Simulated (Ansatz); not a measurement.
# ZnSnN2: which shell does photoemission see at 21.2 and 150 eV? (PBE)

The valence band of ZnSnN2 mixes several shells. Work out by hand which one leads the spectrum's area at each photon energy.

Filled states come from the projected DOS of Ansatz 0.2.0 (PBE, plane waves); cross sections σ and asymmetry parameters β are those of free atoms in a Dirac–Hartree–Slater calculation. A shell's area is states × σ × angular factor, which is 1 − β·P₂(cos θ)/2 for unpolarised light, with θ = 54.7° from the beam and P₂ = 0.001.

**At 21.2 eV** (states counted from 11.2 eV below the zero; other shells add 3.1 to the products' sum of 130):

```
shell  filled states a cell  cross section (Mb an electron)     β  angular factor  product  share by hand (%)  share in the simulated spectrum (%)
Zn 3d                 39.54                           0.394  0.01            1.00     15.6                 12                                   12
 N 2s                  1.85                               0  0.00            1.00        0                  0                                    0
 N 2p                 36.05                            3.08  1.11            1.00      111                 86                                   86
```

**At 150 eV** (states counted from 22.5 eV below the zero; other shells add 1.6 to the products' sum of 25.4):

| shell | filled states a cell | cross section (Mb an electron) | β | angular factor | product | share by hand (%) | share in the simulated spectrum (%) |
| --- | --- | --- | --- | --- | --- | --- | --- |
| Zn 3d | 39.82 | 0.509 | 0.83 | 1.00 | 20.3 | 80 | 80 |
| N 2s | 13.07 | 0.118 | 2.00 | 1.00 | 1.54 | 6 | 6 |
| N 2p | 36.47 | 0.0534 | 1.40 | 1.00 | 1.95 | 8 | 8 |

N 2p leads at 21.2 eV and Zn 3d at 150 eV. Between the two energies σ of N 2p changes by a factor 0.017 and that of Zn 3d by 1.3, so their ratio moves 75-fold in favour of the second. The simulated spectrum uses the same rule on the energy-resolved DOS, so the two share columns agree within a few points.

Only crystals where the two columns agree within 4 points and the lead is clear are worked in this form. Free-atom cross sections ignore the solid's final states, no escape depth or background enters, and the count of states a shell hangs on the projection.

[Logs are printed without paths, hosts, clocks, repeated set-up lines and the standing remarks that a program may print on its own settings, such as how far it seeks lower states.]
